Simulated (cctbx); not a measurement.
# Reading a Patterson map

Space group F-43m (no. 216), a = 8.1090 Å, b = 8.1090 Å, c = 8.1090 Å, α = 90.00°, β = 90.00°, γ = 90.00°, content Dy4 Eu4 Mo4 V4 O24.

Simulated single-crystal data (cctbx): Mo Kα, λ = 0.71073 Å, to d = 0.84 Å, 70 % of the full sphere, strongest reflection 20000 counts, noise from counting, a 3 % proportional error and a noise floor of 4 counts (s.d.); no absorption, some extinction.

Patterson synthesis, origin scaled to 1000:

```text
Patterson group F m -3 m
      u       v       w   height  length (A)
  0.000   0.000   0.000   1000.0     0.00
  0.000   0.000   0.500    961.3     4.05
  0.250   0.250   0.250    663.3     3.51
  0.000   0.250   0.250    106.7     2.87
  0.000   0.000   0.249     30.5     2.02
  0.000   0.000   0.161     27.3     1.31
  0.000   0.000   0.339     25.9     2.75
  0.000   0.113   0.250     19.6     2.22
  0.064   0.064   0.128     13.1     1.27
  0.035   0.110   0.390     11.9     3.30
  0.041   0.041   0.359      8.4     2.95
  0.138   0.138   0.200      8.0     2.26
  0.138   0.138   0.300      7.8     2.90
  0.119   0.184   0.184      6.5     2.32
```

**Question.** Which atom pairs make the peaks, and where is the heaviest atom?

A peak at u stands for all pairs with xi − xj = u, with weight Σ ZiZj against Σ Z² = 44008 at the origin. Peak heights follow these weights only roughly, since form factors, motion and series ripples differ, all vectors within 0.55 Å of a peak are counted as merged into it though the farther ones add only part of their weight, and F(000) is left out, which lowers the whole map:

| u | v | w | shortest length (Å) | height | 1000 ΣZiZj/ΣZ² | pairs in the cell |
| --- | --- | --- | --- | --- | --- | --- |
| 0.000 | 0.000 | 0.500 | 4.05 | 961 | 966 | 8 × Dy–Eu, 8 × Mo–V, 24 × O–O |
| 0.250 | 0.250 | 0.250 | 3.51 | 663 | 762 | 4 × Dy–Mo, 4 × Eu–Mo, 4 × Dy–V, 4 × Eu–V |
| 0.000 | 0.250 | 0.250 | 2.87 | 107 | 211 | 8 × Dy–O, 8 × Eu–O, 16 × O–O |

The table stops at ten peaks or at a height of 45, below which ripples compete. In the model behind the data Dy, the heaviest element, has 1 independent site: (1/4, 1/4, 1/4), up to an allowed shift of origin. No listed peak is a Dy–Dy vector, so the position follows from the cell content and the cross vectors. Elements of similar Z can't be told apart from the map alone. The whole model:

```
atom  mult.    x    y       z  Ueq (Å²)
 Dy1      4  1/4  1/4     1/4    0.0034
 Eu1      4  1/4  1/4     3/4    0.0057
 Mo1      4    0    0       0    0.0064
  V1      4  1/2    0       0    0.0077
  O1     24  1/2    0  0.7457    0.0129
```

This is a model crystal, built by substitution and not relaxed, with assumed displacement parameters.

[Logs are printed without paths, hosts, clocks, repeated set-up lines and the standing remarks that a program may print on its own settings, such as how far it seeks lower states.]
